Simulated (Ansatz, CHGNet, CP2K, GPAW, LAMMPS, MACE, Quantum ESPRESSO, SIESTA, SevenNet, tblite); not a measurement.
## GPAW on amorphous 73P2O5-20PbO-7Al2O3 (mol %) (88 atoms): settings against a plane-wave reference

How do the settings of GPAW change the result for amorphous 73P2O5-20PbO-7Al2O3 (mol %) (88 atoms)? A plane-wave run serves as the yardstick.

Program: GPAW 26.7.0. Level of theory: the method is named at each step. Results are calculated unless marked as measured.

### 1. Set-up

The cell holds 88 atoms: 22 P, 3 Pb, 2 Al and 61 O. Its edges and angles: a = 10.812 Å, b = 10.812 Å, c = 10.812 Å, α = 90.0°, β = 90.0°, γ = 90.0°. 88 atoms (22 P, 3 Sr, 2 Al, 61 O) placed at random at 2.63 g/cm³, melted at 5000 K for 10 ps at fixed volume with the Morse and Coulomb pair potential with partial charges (Pedone, Malavasi, Menziani, Cormack and Segre, J. Phys. Chem. B 110, 11780 (2006)). Quenched from 5000 K to 300 K at 10 K/ps and fixed volume, held 10 ps at zero pressure, then minimised at fixed cell. Then Sr was replaced by Pb and the cell scaled by 1.008 (the potential has no terms for the new elements, so the cell is a start for a DFT relaxation).

The yardstick, on the same geometry:

| Property | Result |
| --- | --- |
| method | Kohn-Sham DFT, PBE, SSSP efficiency 1.3.0 pseudopotentials, plane waves (Quantum ESPRESSO 7.5); sssp-pbe-1.3.0-efficiency, cutoffs 60/480 Ry, Γ point |
| r.m.s. force component | 1.327 eV/Å |
| longest force | 5.957 eV/Å |
| pressure | -1.484 GPa |
| gap (highest filled to lowest empty level) | 0.8821 eV |
| time | 3.6 min on 4 MPI ranks of Arm Neoverse V2, shared host |
| CPU time | 14 min |

### 2. PBE, LCAO dzp, h 0.18 Å

Method: Kohn-Sham DFT, PBE, PAW, atomic orbitals (dzp).

run.py

```python
import numpy as np
from ase.io import read
from gpaw import GPAW, FermiDirac

atoms = read("structure.xyz")
atoms.calc = GPAW(
    mode="lcao",
    basis="dzp",
    h=0.18,
    xc="PBE",
    kpts={"size": (1, 1, 1), "gamma": True},
    occupations=FermiDirac(0.05),
    maxiter=200,
    symmetry={"point_group": False},
    txt="gpaw.txt",
)
energy = atoms.get_potential_energy(force_consistent=True)
forces = atoms.get_forces()
print(f"energy {energy:.6f} eV")
print("forces (eV/A)")
for i, (a, f) in enumerate(zip(atoms, forces)):
    print(f"{i:4d} {a.symbol:2s} {f[0]:10.5f} {f[1]:10.5f} {f[2]:10.5f}")
print(f"Fermi level {atoms.calc.get_fermi_level():.4f} eV")
for k in range(len(atoms.calc.get_ibz_k_points())):
    for s in range(atoms.calc.get_number_of_spins()):
        e = atoms.calc.get_eigenvalues(kpt=k, spin=s)
        n = np.searchsorted(e, atoms.calc.get_fermi_level())
        print(f"k {k} spin {s} levels about the Fermi level:", np.round(e[max(n - 6, 0):n], 4).tolist(), "|", np.round(e[n:n + 6], 4).tolist())
```

structure.xyz

```xyz
88
Lattice="10.81220 0.00000 0.00000 0.00000 10.81220 0.00000 0.00000 0.00000 10.81220" Properties=species:S:1:pos:R:3 pbc="T T T"
P 8.84654 2.12395 3.80092
P 5.76993 4.99502 5.73133
P 9.93101 8.64479 0.76475
P 9.96269 4.23784 0.03200
P 2.52011 10.10897 4.61919
P 5.74258 1.32558 7.58043
P 2.00491 5.03416 7.39457
P 1.93052 1.33152 0.50980
P 9.86711 6.52776 4.89685
P 8.72253 2.15466 6.92575
P 0.06628 0.04336 2.77171
P 4.08907 3.32800 3.69583
P 3.77573 5.40837 9.92787
P 6.91700 9.35180 0.53704
P 0.55175 8.61030 8.78362
P 8.50250 4.97977 2.60401
P 9.58415 5.08292 7.76846
P 2.06275 7.16243 5.17483
P 2.05789 4.34304 1.43759
P 8.53926 9.28671 4.61292
P 5.89719 3.10743 10.10887
P 2.13400 2.20655 5.91535
Pb 6.81255 8.06666 7.66607
Pb 4.15556 9.29049 9.73660
Pb 5.32079 7.53524 3.21977
Al 0.59954 0.97083 8.34280
Al 6.17852 1.35888 2.11292
O 9.73390 2.75754 0.19440
O 10.46318 8.64998 10.10616
O 5.35280 10.68105 7.68574
O 10.42145 7.46204 1.51663
O 5.84053 8.39730 0.98294
O 0.65565 4.50771 0.36956
O 3.41136 4.04074 2.49394
O 9.14474 7.88836 5.02465
O 2.20796 8.72263 5.35085
O 7.04674 5.31560 2.54671
O 9.22281 5.90206 3.63712
O 6.85818 9.49873 9.83651
O 9.11587 4.91155 1.17799
O 5.96228 2.44031 0.66722
O 1.27130 10.29667 3.66761
O 0.69295 2.30581 5.36588
O 1.12112 0.84119 1.75147
O 0.00605 7.74597 7.68196
O 6.69372 10.70408 1.21702
O 7.58292 1.48743 3.23317
O 3.04472 6.78487 4.12139
O 9.09468 3.59808 7.39760
O 1.90241 8.11553 9.25719
O 2.76046 5.11179 8.74653
O 2.99941 2.67797 4.58351
O 1.12090 1.23443 10.03210
O 0.57251 6.89267 4.78786
O 0.48482 4.97361 7.69537
O 8.47709 6.14101 7.94891
[... 28 atom lines left out ...]
O 3.17187 0.48785 0.33010
O 4.73704 4.17124 10.07297
O 3.77778 9.89457 3.84460
O 4.50674 6.68129 9.66827
```

On the command line:

```
$ OMP_NUM_THREADS=1 python run.py > output.txt
```

The log of the run:

```text
energy -543.452369 eV
forces (eV/A)
   0 P    -2.31422   -0.67013   -1.19866
   1 P     2.23093   -1.55478    4.26809
   2 P     1.62799   -3.24998    0.96556
   3 P     3.14267   -5.34720    0.26402
   4 P     2.23831    1.95069   -0.99547
   5 P    -4.17996    1.24443   -2.02932
   6 P    -0.80250   -2.15179   -1.63886
   7 P     0.44291   -0.82959   -1.74532
   8 P    -0.62021    0.01779    2.14270
   9 P     0.11032   -0.31278    2.24988
  10 P    -0.05320   -2.45608    0.00781
  11 P     0.42755    0.62041   -0.00068
  12 P     1.82715   -0.09833    0.19790
  13 P    -0.64591    0.81342   -1.02434
  14 P     1.54985   -1.53477   -2.29274
  15 P    -2.90407    0.11168   -1.86009
  16 P    -1.16917    2.48289    1.72284
  17 P     1.85491   -0.37951   -2.10633
  18 P    -4.72976   -1.58960    2.60802
  19 P    -1.49260    2.60332   -1.57447
  20 P     5.17073    0.37023   -0.76574
  21 P    -4.97686   -0.53069   -0.05920
  22 Pb    0.72970   -0.53262   -0.75854
  23 Pb   -1.10324    0.48318    0.21735
[...]
80 O     1.38343    0.35054   -0.41598
  81 O     0.86738   -1.81192    0.85688
  82 O    -2.27040   -0.22038   -3.09386
  83 O    -1.14951   -0.56622   -0.53757
  84 O     1.64883   -0.69377    0.43848
  85 O    -2.56794    0.61562   -0.01881
  86 O     1.08664   -0.47012   -0.66491
  87 O     0.20770    0.92083    0.31896
Fermi level 4.0618 eV
k 0 spin 0 levels about the Fermi level: [2.8497, 2.9164, 3.0159, 3.1039, 3.3362, 3.7735] | [4.3565, 4.4568, 4.9778, 5.25, 5.5252, 5.8501]
```

gpaw.txt:

```text
Input parameters:
  mode=LCAO(),
  basis={'default': 'dzp'},
  h=0.18,
  kpts=MonkhorstPack(size=(1, 1, 1), gamma=True),
  maxiter=200,
  occupations=Occupations(name='fermi-dirac', width=0.05, fixmagmom=False),
  symmetry=Symmetry(point_group=False),
  xc=XC(name='PBE')
Unit cell  # Å
| periodic |         x |         y |         z |   lengths |    angles |
|----------|-----------|-----------|-----------|-----------|-----------|
|      yes | 10.812200 |  0.000000 |  0.000000 | 10.812200 | 90.000000 |
|      yes |  0.000000 | 10.812200 |  0.000000 | 10.812200 | 90.000000 |
|      yes |  0.000000 |  0.000000 | 10.812200 | 10.812200 | 90.000000 |
Number of symmetries: 1
Symmetry operations  # r_c * U_cc + t_c -> r_c
|   | kind |            matrix            |
|---|------|------------------------------|
| 0 |  E   |  1, 0, 0,  0, 1, 0,  0, 0, 1 |
BZ-sampling:
  Number of BZ points: 1
  Number of IBZ points: 1
  Monkhorst-Pack size: [1, 1, 1]
  Monkhorst-Pack shift: [0, 0, 0]
[... lines left out ...]
  MSR1-Mixer
occupation numbers:
  Fermi-Dirac:
    width: 0.0500  # eV
FastPoissonSolver using
    Stencil: 6*3+1=19 point O(h^6) finite-difference Laplacian
xc functional:
  name: PBE with 2 nearest neighbor stencil
interpolation: tri-quintic # 5. degree polynomial
Initialization done in: 8.042 s
convergence criteria:
- Maximum [total energy] change in last 3 cyles: 0.0005 eV / valence electron
- Maximum integral of absolute [dens]ity change: 0.0001 electrons / valence electron
- Maximum integral of absolute [eigenst]ate change: 4e-08 eV^2 / valence electron
maximum number of iterations: 200
SCF iterations
|iter     |      energy | eigst |  dens |
|---------|-------------|-------|-------|
|iter:   1| -618.407624 |      c|       |
|iter:   2| -600.446720 |      c| -0.82 |
|iter:   3| -543.806090 |      c| -0.87 |
|iter:   4| -543.524917 |      c| -1.50 |
|iter:   5| -543.526898 |      c| -1.81 |
|iter:   6| -543.465718c|      c| -2.18 |
|iter:   7| -543.450794c|      c| -2.70 |
|iter:   8| -543.450074c|      c| -3.00 |
|iter:   9| -543.450106c|      c| -3.55 |
|iter:  10| -543.450198c|      c| -3.99 |
|iter:  11| -543.450199c|      c| -4.42c|
Converged in 11 steps
SCF loop duration: 67.990 s (6.181 s/step)
Energy contributions relative to reference atoms: (reference = -2044186.327483)
Energy contributions:
  Kinetic:         431.990877
  Coulomb:        -301.837150
  Zero:              7.210070
  External:          0.000000
  Xc:             -680.811826
  Entropy:          -0.004340
  Spinorbit:         0.000000
  ----------------------------
  Free energy:    -543.452369
  Extrapolated:   -543.450199
dipole moment: (-40.434313, 19.940150, -92.576092)  # |e|*Ang
Fermi level: 4.062
Eigenvalues  # (at kpt = [0.000, 0.000, 0.000])
| band index |      eig [eV] | occ [0-2] |
|------------|---------------|-----------|
|          0 |       -22.328 |     2.000 |
|        ... |               |           |
|        254 |         2.508 |     2.000 |
|        255 |         2.604 |     2.000 |
[...]
|        269 |         5.982 |     0.000 |
|        ... |               |           |
|        318 |        11.021 |     0.000 |
Gap: 0.583 eV
Transition (v -> c):
  (s=0, k=0, n=261, [0.00, 0.00, 0.00]) -> (s=0, k=0, n=262, [0.00, 0.00, 0.00])
No difference between direct/indirect transitions
Force computation time: 11.812  # s
timing:  # [seconds]
  Total:  87.870  # ━━━━━━━━━━━━━━━━━━━━━━━━━━━━━━━━━━━━━━━━━━━━━━━━━━━━━━━━━
  Init:    8.041  # ━━━━━
  SCF:    67.990  # ━━━━━━━━━━━━━━━━━━━━━━━━━━━━━━━━━━━━━━━━━━━━
  Forces: 11.812  # ━━━━━━━╸
```

It took 89 s on 1 thread of Arm Neoverse V2, shared host; peak memory 1.4 GiB.

Banners, paths, timers and routine set-up lines are dropped from the logs unmarked, and long logs keep their key lines alone; longer cuts are marked.

Compared with the plane-wave run:

| Item | Value |
| --- | --- |
| r.m.s. force component | 1.489 eV/Å |
| r.m.s. difference of force components | 447.2 meV/Å |
| longest difference of force vectors | 1451 meV/Å |
| force difference over r.m.s. force | 33.69 % |
| slope of forces against the reference's | 1.073 |
| correlation of force components | 0.956 |
| gap (highest filled to lowest empty level) | 0.583 eV |
| gap difference | -0.2991 eV |

This run lies far from the reference in forces at the same functional.

Length of the force difference by element (eV/Å):

```
element  atoms   mean  most
     Al      2   0.20  0.24
      O     61   0.83   1.5
      P     22   0.28  0.45
     Pb      3  0.095  0.11
```

Levels nearest the highest filled one (eV from it): -0.92, -0.86, -0.76, -0.67, -0.44, 0.00, 0.58, 0.68, 1.20, 1.48, 1.75, 2.08.

A closer look about P12, picked at random: 13 atoms, nearest first, numbered in the order of the input, with positions taken from that point.

```
atom      x      y      z  distance (Å)     Fx     Fy  Fz (eV/Å)
 P12   0.00   0.00   0.00          0.00   0.43   0.62       0.00
 O59   0.88  -1.11  -0.56          1.53   0.99  -1.55      -0.16
 O52  -1.09  -0.65   0.89          1.55  -0.31  -0.62       0.12
 O34  -0.68   0.71  -1.20          1.55   2.04   0.91      -0.21
 O83   0.77   1.03   0.89          1.56  -2.27  -0.22      -3.09
  P2   1.68   1.67   2.04          3.12   2.23  -1.55       4.27
 P22  -1.96  -1.12   2.22          3.16  -4.98  -0.53      -0.06
 P19  -2.03   1.02  -2.26          3.20  -4.73  -1.59       2.61
 O67   0.80  -1.32   2.85          3.24  -0.02   0.48      -0.49
Al27   2.09  -1.97  -1.58          3.28  -0.20   0.86      -1.01
 O76  -2.95   1.25  -1.06          3.37   0.42   0.71       0.32
 O78  -1.77   0.48   2.84          3.38   1.46   2.36       0.41
 O81  -1.86  -0.51  -2.85          3.44   1.38   0.35      -0.42
```

Atoms are counted from 1 here, from 0 in the log.

Forces lie 34 % from the reference's, at 0.10 times its CPU time (on 1 against 4 cores).

The difference per atom is largest on O (0.83 eV/Å on average, against 0.28 on P).

### 3. PBE, LCAO dzp, h 0.25 Å

Method: Kohn-Sham DFT, PBE, PAW, atomic orbitals (dzp).

Edit run.py of step 2 so:

```diff
@@ -8,3 +8,3 @@
     basis="dzp",
-    h=0.18,
+    h=0.25,
     xc="PBE",
```

structure.xyz is that of step 2.

The log of the run:

```text
energy -511.843779 eV
forces (eV/A)
   0 P    -2.30091   -0.66377   -1.18951
   1 P     2.21677   -1.56312    4.29861
   2 P     1.59041   -3.24157    0.96598
   3 P     3.15914   -5.43099    0.24485
   4 P     2.26570    1.97098   -1.00301
   5 P    -4.17986    1.21411   -2.03614
   6 P    -0.81963   -2.16652   -1.64662
   7 P     0.44575   -0.81265   -1.74022
   8 P    -0.58979    0.02289    2.14735
   9 P     0.10943   -0.30307    2.26544
  10 P    -0.04220   -2.42592   -0.01210
  11 P     0.40378    0.62947    0.00070
  12 P     1.81778   -0.07602    0.20672
  13 P    -0.63991    0.84149   -1.04580
  14 P     1.57235   -1.52658   -2.29843
  15 P    -2.90255    0.11841   -1.85436
  16 P    -1.21520    2.51526    1.72190
  17 P     1.82744   -0.38098   -2.09044
  18 P    -4.75673   -1.61652    2.60390
  19 P    -1.47343    2.56010   -1.61405
  20 P     5.18396    0.37496   -0.75871
  21 P    -4.97728   -0.52498   -0.04984
  22 Pb    0.72194   -0.55757   -0.75209
  23 Pb   -1.10813    0.47791    0.21070
[...]
80 O     1.07857    0.36818   -0.54379
  81 O     0.74151   -2.15099    0.47301
  82 O    -1.70875    0.34908   -2.72714
  83 O    -0.84523   -0.66923   -1.02208
  84 O     1.89791   -0.67995   -0.00230
  85 O    -2.96312    0.67813    0.00397
  86 O     0.76666   -1.10178   -0.28252
  87 O    -0.19253    0.48548   -0.11972
Fermi level 4.0699 eV
k 0 spin 0 levels about the Fermi level: [2.865, 2.9232, 3.0241, 3.1159, 3.3475, 3.7806] | [4.3656, 4.4644, 4.99, 5.262, 5.5337, 5.854]
```

gpaw.txt:

```text
Input parameters:
  mode=LCAO(),
  basis={'default': 'dzp'},
  h=0.25,
  kpts=MonkhorstPack(size=(1, 1, 1), gamma=True),
  maxiter=200,
  occupations=Occupations(name='fermi-dirac', width=0.05, fixmagmom=False),
  symmetry=Symmetry(point_group=False),
  xc=XC(name='PBE')
Unit cell  # Å
| periodic |         x |         y |         z |   lengths |    angles |
[... lines left out ...]
  Fermi-Dirac:
[... lines left out ...]
convergence criteria:
- Maximum [total energy] change in last 3 cyles: 0.0005 eV / valence electron
[... lines left out ...]
Converged in 11 steps
[... lines left out ...]
  Free energy:    -511.843779
  Extrapolated:   -511.841640
dipole moment: (-40.137079, 20.199741, -93.454559)  # |e|*Ang
Fermi level: 4.070
Eigenvalues  # (at kpt = [0.000, 0.000, 0.000])
| band index |      eig [eV] | occ [0-2] |
|------------|---------------|-----------|
|          0 |       -22.341 |     2.000 |
|        ... |               |           |
|        254 |         2.519 |     2.000 |
|        255 |         2.615 |     2.000 |
[...]
|        269 |         5.998 |     0.000 |
|        ... |               |           |
|        318 |        11.036 |     0.000 |
Gap: 0.585 eV
Transition (v -> c):
  (s=0, k=0, n=261, [0.00, 0.00, 0.00]) -> (s=0, k=0, n=262, [0.00, 0.00, 0.00])
No difference between direct/indirect transitions
Force computation time: 6.667  # s
timing:  # [seconds]
  Total:  51.777  # ━━━━━━━━━━━━━━━━━━━━━━━━━━━━━━━━━━━━━━━━━━━━━━━━━━━━━━━━━
  Init:    6.090  # ━━━━━━╸
  SCF:    38.993  # ━━━━━━━━━━━━━━━━━━━━━━━━━━━━━━━━━━━━━━━━━━━
  Forces:  6.667  # ━━━━━━━╸
```

The job ended after 53 s (1 thread; peak memory 0.67 GiB).

Compared with the plane-wave run:

```yaml
r_m_s_force_component: 1.522 eV/Å
r_m_s_difference_of_force_components: 532 meV/Å
longest_difference_of_force_vectors: 2024 meV/Å
force_difference_over_r_m_s_force: 40.08 %
slope_of_forces_against_the_reference_s: 1.077
correlation_of_force_components: 0.9394
spacing_of_highest_filled_and_lowest_empty_level: 0.585 eV
gap_difference: -0.2971 eV
energy_less_the_same_level_run_s: 359.2 meV/atom
r_m_s_force_difference_from_the_same_level_run: 305 meV/Å
```

This is a coarse setting, run to see what it loses.

Against the first run (34 %), the force difference from the reference is 40 %, at 0.59 times the CPU time: the grid matters here.

The difference per atom is largest on O (1.0 eV/Å on average, against 0.28 on P). The forces add up to 4.4 eV/Å instead of zero, usually a sign of too coarse a grid.

[end of part 1 of 2]

[Also dropped from logs without a mark: logging warnings of Python, and SIESTA's first energy breakdown and zero terms.]

[Logs are printed without paths, hosts, clocks, repeated set-up lines and the standing remarks that a program may print on its own settings, such as how far it seeks lower states.]

[Hosts, paths, dates, database ids (printed as entryN), source tags and the programs' standing remarks are cut or masked in the printed files.]
